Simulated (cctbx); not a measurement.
# Symmetry from intensities

Cell: a = 5.0790 Å, b = 5.0790 Å, c = 4.1660 Å, α = 90.00°, β = 90.00°, γ = 120.00°. Expected content of the cell: Gd1 Co2 Mn3.

The data are simulated with cctbx, not measured: Mo Kα, λ = 0.71073 Å, to d = 0.84 Å, 50 % of the full sphere, strongest reflection 5000 counts, noise from counting, a 1.5 % proportional error and a noise floor of 4 counts (s.d.); no absorption, some extinction.

Tests on the unmerged data give:

```text
341 reflections to d = 0.847 A
centring   violations  <I/sigma> of those
    A        150 of   179     11.5
    B        140 of   169     11.6
    C        172 of   186     14.9
    I        154 of   186     11.7
    R        191 of   214     15.0
    F        231 of   267     12.7
Laue class    unique    Rint  (classes that these axes allow; Friedel mates merged)
P -1              250   0.027
P 1 1 2/m         168   0.031
P -3              108   0.033
P -3 1 m           66   0.034
P -3 m 1           75   0.034
P 6/m              63   0.034
P 6/m m m          48   0.034
space group    extra absences  I>4sigma  <I/sigma>
P 6 2 2                 0          0         -  acentric
P 63 2 2                0          0         -  acentric
P 6 m m                 0          0         -  acentric
P -6 m 2                0          0         -  acentric
P -6 2 m                0          0         -  acentric
P 6/m m m               0          0         -  centric
Wilson B = 2.36 A^2   <|E^2-1|> = 0.642 (0.968 centric, 0.736 acentric)   E^2>4: 0.0 %
shell (A)         n   <I/sigma>
 4.40 - 1.33     14     44.9
 1.33 - 1.06     12     45.4
 1.06 - 0.93     13     33.2
 0.93 - 0.85      9     21.6
```

Q: Read the symmetry from these tables.

Every centring test has many violations, so the lattice is primitive.

Rint stays low (0.027 to 0.034) up to P 6/m m m, the highest class in these axes.

6 settings pass the absence test. No glide or screw absences show, which leaves P 6 2 2, P 63 2 2, P 6 m m, P -6 m 2, P -6 2 m and P 6/m m m.

⟨|E²−1|⟩ = 0.642 leans to a non-centrosymmetric structure, or to twinning, which lowers it. Here that hint misleads: the statistic assumes many like atoms on general positions, and few, heavy or special-position atoms break it. The Wilson B of 2.36 Å² means U ≈ 0.0299 Å².

The true group is P6/mmm (no. 191), Laue class 6/mmm, centrosymmetric. The tables only narrow the choice to the tied entries; cell content, site symmetry and trial solutions must settle it.

The model is made up (kin elements in a known structure type, no relaxation), so it says nothing on whether the phase exists.

[Logs are printed without paths, hosts, clocks, repeated set-up lines and the standing remarks that a program may print on its own settings, such as how far it seeks lower states.]
